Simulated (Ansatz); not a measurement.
# SnH5CN2Cl3 (Amm2): G0W0 under other settings

A base run on SnH5CN2Cl3 (Amm2), then changed inputs.

Program: Ansatz 0.2.0. Level of theory: G0W0 on PBE, plane waves, PAW; PAW set soft_1. Results are calculated unless marked as measured.

## 1. The structure

Symmetry: Amm2, No. 38, orthorhombic system. The conventional cell has a = 6.040 Å, b = 7.718 Å, c = 8.308 Å, α = 90.00°, β = 90.00°, γ = 90.00°. Sn has 6 Cl at 2.74 to 3.03 Å nearest. Nearest to H lie 1 N at 1.02 Å. H has 1 N at 1.01 Å nearest. Nearest to H lie 1 C at 1.09 Å. C has 1 H at 1.09 Å and 2 N at 1.31 Å nearest. Nearest to N lie 2 H at 1.01 to 1.02 Å and 1 C at 1.31 Å. Farther neighbours and most contacts between anions are not listed.

As a file:

```
Sn H C N Cl
1.0
     6.04049    0.00000    0.00000
     0.00000    3.85919    4.15388
     0.00000   -3.85919    4.15388
Sn H C N Cl
1 5 1 2 3
Cartesian
  3.0202 0.0000 3.0926
  1.2413 0.0000 6.0274
  4.7992 0.0000 6.0274
  1.9914 0.0000 7.6114
  4.0490 0.0000 7.6114
  0.0000 0.0000 0.4430
  0.0000 0.0000 7.6574
  1.1543 0.0000 7.0415
  4.8862 0.0000 7.0415
  3.0202 1.9473 5.0139
  3.0202 -1.9473 5.0139
  0.0000 0.0000 3.2729
```

The cell and positions are those that the Materials Project relaxed with its own functionals (PBE, PBE+U or r2SCAN), kept fixed.

## 2. The base run: 2×2×2 mesh, 439 empty bands, screening to 100 eV, PAW set soft_1 files

Now the one-shot GW correction: screening in the RPA, then the self-energy of the levels asked for. This step takes PAW set soft_1 files.

input.yaml reads:

```yaml
crystal:
  lattice:
    - [6.040487, 0.0, 0.0]
    - [0.0, 3.859191, 4.153885]
    - [0.0, -3.859191, 4.153885]
  atoms:
    - { symbol: Sn, position: [0.5, 0.372251, 0.372251] }
    - { symbol: H, position: [0.205496, 0.725508, 0.725508] }
    - { symbol: H, position: [0.794504, 0.725508, 0.725508] }
    - { symbol: H, position: [0.329683, 0.916176, 0.916176] }
    - { symbol: H, position: [0.670317, 0.916176, 0.916176] }
    - { symbol: H, position: [0.0, 0.053322, 0.053322] }
    - { symbol: C, position: [0.0, 0.921717, 0.921717] }
    - { symbol: "N", position: [0.191086, 0.847581, 0.847581] }
    - { symbol: "N", position: [0.808914, 0.847581, 0.847581] }
    - { symbol: Cl, position: [0.5, 0.855812, 0.351215] }
    - { symbol: Cl, position: [0.5, 0.351215, 0.855812] }
    - { symbol: Cl, position: [0.0, 0.393951, 0.393951] }
kpoints:
  mp_grid: { grid: [2, 2, 2] }
hamiltonian:
  xc: pbe
  pseudopotentials: { kind: paw, azcp: { folder: soft_1 } }
scf:
  occupations: { method: fixed }
gw:
  n_empty_bands: 439
  ecut_chi: 100
  qp_bands: [v4, c4]
  qp_kpoints: band_edges
  screening: { model: contour_deformation }
```

On the command line:

```bash
$ ansatz run input.yaml --threads 2 --pin off --max-ram 92160MiB --backend cuda --events-out ev --progress --plain --runs-dir out --devices 1 --max-vram 13GiB
```

Numbers of over 12 decimals in the logs are rounded to 6 here.

Log:

```text
GPUs: using 1 of 1 available (devices: 1).
Engine: ansatz 0.2.0, x86_64-unknown-linux-gnu
Pseudopotentials: kind: paw
Pseudopotential: Sn, paw, valence charge 14, recommended cutoff 420 eV (normal), soft_1/Sn.paw.azcp
Pseudopotential: H, paw, valence charge 1, recommended cutoff 420 eV (normal), soft_1/H.paw.azcp
Pseudopotential: C, paw, valence charge 4, recommended cutoff 420 eV (normal), soft_1/C.paw.azcp
Pseudopotential: N, paw, valence charge 5, recommended cutoff 420 eV (normal), soft_1/N.paw.azcp
Pseudopotential: Cl, paw, valence charge 7, recommended cutoff 420 eV (normal), soft_1/Cl.paw.azcp
Functional definition: PBE
  parameter kappa = 0.804
  parameter beta = 0.066725
  exchange = pbe_x(kappa = kappa, mu = beta*pi^2/3)
  correlation = pbe_c(beta = beta)
device memory: the entry about to start is reckoned to put 1.7 GiB on a device that reports 42.2 GiB free (of which the cap on the GPU budget leaves the run 13.0 GiB)
GPU FFT provider: cuFFT
GPU libraries: cuBLAS 13.8.2, cuFFT 12.4.0, cuSOLVER 12.3.4
Crystal: 12 atoms, lattice volume = 193.666 Å³
Basis set: ecut = 420 eV, 3785 PW (Γ)
Bands: 39, of which v1, the nominal top of the filled ones, is band 27 counted from 1 (26 counted from 0)
Symmetry: 4 space group operations
Space group: Amm2 (ITA 38), of the structure as read, at distance tolerance 5.8e-5 Å
k-points: 6 of 8
Non-local potential: Sn, projectors of the file, l = 0: 2, l = 1: 2, l = 2: 2, l = 3: 1
Non-local potential: H, projectors of the file, l = 0: 2, l = 1: 1
Non-local potential: C, projectors of the file, l = 0: 2, l = 1: 2, l = 2: 1
Non-local potential: N, projectors of the file, l = 0: 2, l = 1: 2, l = 2: 1
Non-local potential: Cl, projectors of the file, l = 0: 2, l = 1: 2, l = 2: 1
PAW form: soft (Blöchl's): semilocal exchange-correlation on the pseudo side does not see the compensation charge
PAW one-centre angular grid: Sn, 590 points (default); XC on 64 Gauss nodes
PAW one-centre angular grid: H, 110 points (default); XC on 64 Gauss nodes
PAW one-centre angular grid: C, 110 points (default); XC on 64 Gauss nodes
PAW one-centre angular grid: N, 110 points (default); XC on 64 Gauss nodes
PAW one-centre angular grid: Cl, 110 points (default); XC on 64 Gauss nodes
Initial density: superposition of atomic densities (chi_scale 0.1, normalization cell), built separately for each of the 2 bonded fragments (scf.initial_density.interfragment_charge_transfer: auto; true builds it for the cell as a whole; a typed value also counts as a typed key of the start: scf.initial_density.chi_scale says what that changes, if anything)
Initial wavefunctions: pseudopotential atomic-orbital guess
GPU buffer pool allocated for 72000 grid points (all kernels)
[...]
NSCF: frozen V_eff on 1 k-points
SCF converged after 9 iterations
Free energy (F): -10366.961973 eV
Harris-Foulkes:  -10366.961973 eV  (|F-HF|=2.08e-8)
Internal energy: -10366.961973 eV  (E = F + TS)
E sigma→0 (E₀):  -10366.961973 eV
Fermi energy:    2.726207 eV
--- Per-component energies (eV) ---
  E_band       = -412.269816
  E_kinetic    = 1038.467940
  E_local      = -3361.057209  (includes V_loc(G=0)·N_el)
  E_nonlocal   = 336.045655
  E_hartree    = 1323.349533
  E_xc         = -654.927117
  E_vxc        = -689.896928  (∫ρ·V_xc dr)
  E_paw        = -6705.472996  (= ΣΔE_a)
  E_vpaw       = -382.525205  (= ΣTr[D̂ρ^β])
  E_aug_tail   = -0.002679  (compensation charges beyond the density's cutoff)
  E_ewald      = -2343.365099
  E_smearing   = -0.000000  (= −TS)
  E_closure    = -0.000000  (closes the sum)
  Σ components = -10366.961973   (vs F -10366.961973, Δ=0.00e0)
--- Band table (eV; the first three rows and the last of 6) ---
  k-point 0: bands = [... 23 lower, 0.1023, 0.3613, 0.6110, 0.8246, 5.4829, 6.4660, 7.0798, 7.7506, ... 8 higher]
  k-point 1: bands = [... 23 lower, 0.5001, 0.5245, 0.7341, 1.0974, 4.9894, 5.5191, 6.6668, 7.3848, ... 8 higher]
  k-point 2: bands = [... 23 lower, 0.4163, 0.6277, 0.6805, 2.0850, 4.4968, 4.5121, 5.6514, 6.2296, ... 8 higher]
  k-point 5: bands = [... 23 lower, 0.3208, 0.7376, 0.9153, 2.7262, 3.9796, 4.3052, 4.3741, 5.7031, ... 8 higher]
--- G₀W₀: contour deformation, 7 samples at zero and on the imaginary axis and 1 off it, 8 q-points, 439 empty bands' worth ---
  eigenvalues of the whole cell's RPA ε∞ on this k-mesh (on a slab, of 1 + 4πα/V) = 8.5842, 9.9753, 10.1857; static W/v taken at q = 0 is 0.104744
  gw.qp_kpoints: band_edges: 6 of 6 stored k-points solved, in 1 pass; an edge of the gap read off the rows below is read off those points alone
  `?` marks the rows in doubt; gw_qp.tsv's column doubts and the gw_qp event give each row's grounds
    ik  band        ε_KS         Σx   Σc(E_QP)       V_xc       Z   E_QP_lin       E_QP  E_QP is
     0    24      0.1023   -20.4587     3.4830   -16.1036  0.6995    -0.8166    -0.7698  root
     0    25      0.3613   -20.4727     3.4575   -16.1872  0.6934    -0.5079    -0.4666  root
     0    26      0.6110   -20.0854     3.5632   -15.6148  0.6906    -0.3514    -0.2964  root
     0    27      0.8246   -20.4398     3.6610   -15.8516  0.6903    -0.1614    -0.1027  root
     0    28      5.4829    -8.7389    -4.3218   -14.2393  0.7419     6.8046     6.6614  root ?
     0    29      6.4660    -5.6518    -4.0856   -10.2420  0.7644     6.9814     6.9704  root
     0    30      7.0798    -9.4317    -4.4189   -14.3275  0.6968     7.5679     7.5566  root
     0    31      7.7506    -7.6516    -4.3246   -12.3950  0.7176     8.1751     8.1694  root
     1    24      0.5001   -21.0545     3.4233   -16.7940  0.7064    -0.3775    -0.3371  root
[...]
5    28      3.9796    -6.9387    -3.7369   -10.9846  0.7510     4.2922     4.2885  root
     5    29      4.3052    -7.6237    -3.8729   -11.8742  0.7486     4.6887     4.6828  root
     5    30      4.3741    -7.4015    -3.8696   -11.6396  0.7475     4.7481     4.7426  root
     5    31      5.7031    -9.3505    -4.4444   -15.2533  0.7358     7.2219     7.1616  root
```

The job ended after 17 s (1 × NVIDIA H100 80GB HBM3 (shared by 6 runs) with 2 threads of AMD EPYC 7R13 (Zen 3), shared host; peak memory 1.5 GiB).

Numbers from this step:

| Item | Value |
| --- | --- |
| bands summed | 466 |
| RPA ε∞ on this mesh (eigenvalues) | 8.584, 9.975, 10.19 |
| plane waves in the screening matrix | 441 |
| q-points in the mesh | 8 |
| G0W0 gap on the mesh | 2.127 eV |
| k of the valence top | -0.5, -0.5, -0.5 |
| k of the conduction bottom | -0.5, -0.5, -0.5 |
| starting gap on the mesh | 1.253 eV |
| Z at the valence top | 0.7282 |
| Z at the conduction bottom | 0.7510 |
| least direct G0W0 gap on the computed points | 2.127 eV |

The gap on the mesh goes from 1.25 eV to 2.13 eV, a correction of +0.87 eV. Between the two edge states, bare exchange in place of the xc potential would open the gap by 6.17 eV, and correlation takes back 5.30 eV.

## 3. Variant: accuracy level

input.yaml: that of step 2 with these lines changed.

```diff
@@ -31 +31,2 @@
   screening: { model: contour_deformation }
+accuracy: high
```

Log:

```text
GPUs: using 1 of 1 available (devices: 1).
[...]
GPU FFT provider: cuFFT
GPU libraries: cuBLAS 13.8.2, cuFFT 12.4.0, cuSOLVER 12.3.4
Crystal: 12 atoms, lattice volume = 193.666 Å³
Basis set: ecut = 420 eV, 3785 PW (Γ)
Bands: 39, of which v1, the nominal top of the filled ones, is band 27 counted from 1 (26 counted from 0)
Symmetry: 4 space group operations
[...]
k-points: 6 of 8
[...]
GPU buffer pool allocated for 97200 grid points (all kernels)
[...]
SCF iter   1: F=—  HF=-10369.682746 eV  |F-HF|=—  |Δ(HF+E_count)|=         —  Δρ=7.28e-2  dr2=8.74e0  ethr=3.10e-3  ⟨swp⟩=5.0  Hψ=906  notcnv=0  defer=54
[...]
SCF iter   9: F=-10366.961990 eV  HF=-10366.961990 eV  |F-HF|=2.11e-8  |Δ(HF+E_count)|=   4.23e-7  Δρ=2.37e-6  dr2=1.15e-8  ethr=1.85e-10  ⟨swp⟩=14.7  Hψ=1532  notcnv=0
SCF 1 converged in 9 iterations: F = -10366.961990 eV  dr2 = 1.15e-8
[...]
NSCF: frozen V_eff on 6 k-points
[...]
G₀W₀ screening: q 1/6
[... further progress lines ...]
[...]
SCF converged after 9 iterations
Free energy (F): -10366.961990 eV
[...]
Internal energy: -10366.961990 eV  (E = F + TS)
E sigma→0 (E₀):  -10366.961990 eV
Fermi energy:    2.726219 eV
[...]
--- Band table (eV; the first three rows and the last of 6) ---
  k-point 0: bands = [... 23 lower, 0.1023, 0.3613, 0.6110, 0.8246, 5.4829, 6.4662, 7.0798, 7.7506, ... 8 higher]
  k-point 1: bands = [... 23 lower, 0.5001, 0.5245, 0.7341, 1.0974, 4.9894, 5.5191, 6.6668, 7.3848, ... 8 higher]
  k-point 2: bands = [... 23 lower, 0.4163, 0.6277, 0.6805, 2.0851, 4.4968, 4.5121, 5.6514, 6.2296, ... 8 higher]
  k-point 5: bands = [... 23 lower, 0.3208, 0.7376, 0.9153, 2.7262, 3.9796, 4.3052, 4.3741, 5.7031, ... 8 higher]
[...]
0    24      0.1023   -20.4587     3.4830   -16.1036  0.6995    -0.8165    -0.7697  root
     0    25      0.3613   -20.4727     3.4579   -16.1872  0.6940    -0.5084    -0.4662  root
     0    26      0.6110   -20.0854     3.5635   -15.6148  0.6901    -0.3507    -0.2961  root
     0    27      0.8246   -20.4398     3.6610   -15.8516  0.6905    -0.1618    -0.1027  root
     0    28      5.4829    -8.7389    -4.3228   -14.2394  0.7422     6.8051     6.6604  root ?
     0    29      6.4662    -5.6517    -4.0856   -10.2416  0.7644     6.9814     6.9704  root
     0    30      7.0798    -9.4317    -4.4169   -14.3275  0.6991     7.5702     7.5587  root
     0    31      7.7506    -7.6519    -4.3213   -12.3955  0.7219     8.1796     8.1728  root
     1    24      0.5001   -21.0545     3.4234   -16.7940  0.7067    -0.3778    -0.3370  root
[...]
5    28      3.9796    -6.9387    -3.7369   -10.9846  0.7510     4.2922     4.2885  root
     5    29      4.3052    -7.6237    -3.8729   -11.8742  0.7486     4.6886     4.6828  root
     5    30      4.3741    -7.4015    -3.8696   -11.6396  0.7475     4.7481     4.7426  root
     5    31      5.7031    -9.3505    -4.4446   -15.2533  0.7353     7.2206     7.1614  root
```

It took 11 s on 1 × NVIDIA H100 80GB HBM3 (shared by 6 runs) with 2 threads; peak memory 1.5 GiB.

The G0W0 gap on the mesh is 2.127 eV.

Against the base:

```csv
setting,base,variant
accuracy,-,high
```

```csv
quantity,variant,base
starting gap on the mesh,1.253,1.253
G0W0 gap on the mesh,2.127,2.127
least direct G0W0 gap on the computed points,2.127,2.127
Z at the valence top,0.728,0.728
Z at the conduction bottom,0.751,0.751
```

## 4. Variant: guard bands

input.yaml: that of step 3 with these lines changed.

```diff
@@ -26,4 +26,4 @@
 gw:
-  n_empty_bands: 439
-  ecut_chi: 100
+  n_empty_bands: 314
+  ecut_chi: 80
   qp_bands: [v4, c4]
@@ -31,2 +31,2 @@
   screening: { model: contour_deformation }
-accuracy: high
+  n_guard_bands: 0
```

Log:

```text
GPUs: using 1 of 1 available (devices: 1).
[...]
GPU FFT provider: cuFFT
GPU libraries: cuBLAS 13.8.2, cuFFT 12.4.0, cuSOLVER 12.3.4
Crystal: 12 atoms, lattice volume = 193.666 Å³
Basis set: ecut = 420 eV, 3785 PW (Γ)
Bands: 39, of which v1, the nominal top of the filled ones, is band 27 counted from 1 (26 counted from 0)
Symmetry: 4 space group operations
[...]
k-points: 6 of 8
[...]
GPU buffer pool allocated for 72000 grid points (all kernels)
[...]
SCF iter   1: F=—  HF=-10369.682744 eV  |F-HF|=—  |Δ(HF+E_count)|=         —  Δρ=7.28e-2  dr2=8.74e0  ethr=3.10e-3  ⟨swp⟩=5.0  Hψ=906  notcnv=0  defer=54
[...]
SCF iter   9: F=-10366.961973 eV  HF=-10366.961973 eV  |F-HF|=2.08e-8  |Δ(HF+E_count)|=   4.16e-7  Δρ=2.36e-6  dr2=1.15e-8  ethr=1.85e-10  ⟨swp⟩=14.7  Hψ=1532  notcnv=0
SCF 1 converged in 9 iterations: F = -10366.961973 eV  dr2 = 1.15e-8
[...]
G₀W₀ screening: q 1/6
[... further progress lines ...]
[...]
SCF converged after 9 iterations
Free energy (F): -10366.961973 eV
[...]
Internal energy: -10366.961973 eV  (E = F + TS)
E sigma→0 (E₀):  -10366.961973 eV
Fermi energy:    2.726207 eV
[...]
--- Band table (eV; the first three rows and the last of 6) ---
  k-point 0: bands = [... 23 lower, 0.1023, 0.3613, 0.6110, 0.8246, 5.4829, 6.4660, 7.0798, 7.7506, ... 8 higher]
  k-point 1: bands = [... 23 lower, 0.5001, 0.5245, 0.7341, 1.0974, 4.9894, 5.5191, 6.6668, 7.3848, ... 8 higher]
  k-point 2: bands = [... 23 lower, 0.4163, 0.6277, 0.6805, 2.0850, 4.4968, 4.5121, 5.6514, 6.2296, ... 8 higher]
  k-point 5: bands = [... 23 lower, 0.3208, 0.7376, 0.9153, 2.7262, 3.9796, 4.3052, 4.3741, 5.7031, ... 8 higher]
[...]
0    24      0.1023   -20.4587     3.5659   -16.1036  0.7013    -0.7224    -0.6867  root
     0    25      0.3613   -20.4727     3.5374   -16.1872  0.6956    -0.4188    -0.3868  root
     0    26      0.6110   -20.0854     3.6394   -15.6148  0.6923    -0.2635    -0.2201  root
     0    27      0.8246   -20.4398     3.7398   -15.8516  0.6918    -0.0697    -0.0239  root
     0    28      5.4829    -8.7389    -4.1130   -14.2393  0.7439     6.9323     6.8703  root
     0    29      6.4660    -5.6518    -4.0472   -10.2420  0.7652     7.0219     7.0089  root
     0    30      7.0798    -9.4317    -4.3341   -14.3275  0.6967     7.6603     7.6415  root
     0    31      7.7506    -7.6516    -4.2524   -12.3950  0.7187     8.2545     8.2417  root
[...]
5    28      3.9796    -6.9387    -3.6767   -10.9846  0.7514     4.3541     4.3487  root
     5    29      4.3052    -7.6237    -3.8051   -11.8742  0.7491     4.7590     4.7506  root
     5    30      4.3741    -7.4015    -3.8026   -11.6396  0.7480     4.8176     4.8095  root
     5    31      5.7031    -9.3505    -4.3161   -15.2533  0.7381     7.3646     7.2899  root
```

Run time: 11 s. Hardware: 1 × NVIDIA H100 80GB HBM3 (shared by 6 runs) with 2 threads; peak memory 1.3 GiB; 11 s of CPU time.

The G0W0 gap on the mesh is 2.072 eV.

Against the base:

| setting | base | variant |
| --- | --- | --- |
| empty bands | 439 | 314 |
| screening cutoff (eV) | 100 | 80 |
| n guard bands | - | 0 |

```
                                    quantity  variant   base
                    starting gap on the mesh    1.253  1.253
                        G0W0 gap on the mesh    2.072  2.127
least direct G0W0 gap on the computed points    2.072  2.127
                        Z at the valence top    0.730  0.728
                  Z at the conduction bottom    0.751  0.751
```

## 5. What came out

```yaml
base: 2.13 eV, 17 s
accuracy_level: 2.13 eV, 11 s
guard_bands: 2.07 eV, 11 s
```

In words: Accuracy level: the gap moves by +0.00 eV. Guard bands: the gap moves by −0.06 eV. The variant differs from the base in empty bands, screening cutoff and n guard bands together, so the change can't be laid to one of them. All runs here use a coarse mesh and modest cutoffs; they test settings and are not final values. The 2×2×2 mesh is coarse for this cell (its supercell is 11 Å along the shortest edge). The RPA ε∞ on it, from the PBE start, is 8.58, 9.98 and 10.19; such meshes misread the long-range screening, most where the gap is narrow. The many-body steps are scalar-relativistic: spin-orbit coupling is not in them.

[Paths, hosts, dates, memory and timing lines, banners, echoed tables and standing remarks are left out of the program output.]

[Logs are printed without paths, hosts, clocks, repeated set-up lines and the standing remarks that a program may print on its own settings, such as how far it seeks lower states.]

[Runs of the session that timed out or met a known fault of the program may be left out.]

[Cells called generated may have been cut or substituted from an entry of the Crystallography Open Database or the Materials Project.]

[Hosts, paths, dates, database ids (printed as entryN), source tags and the programs' standing remarks are cut or masked in the printed files.]
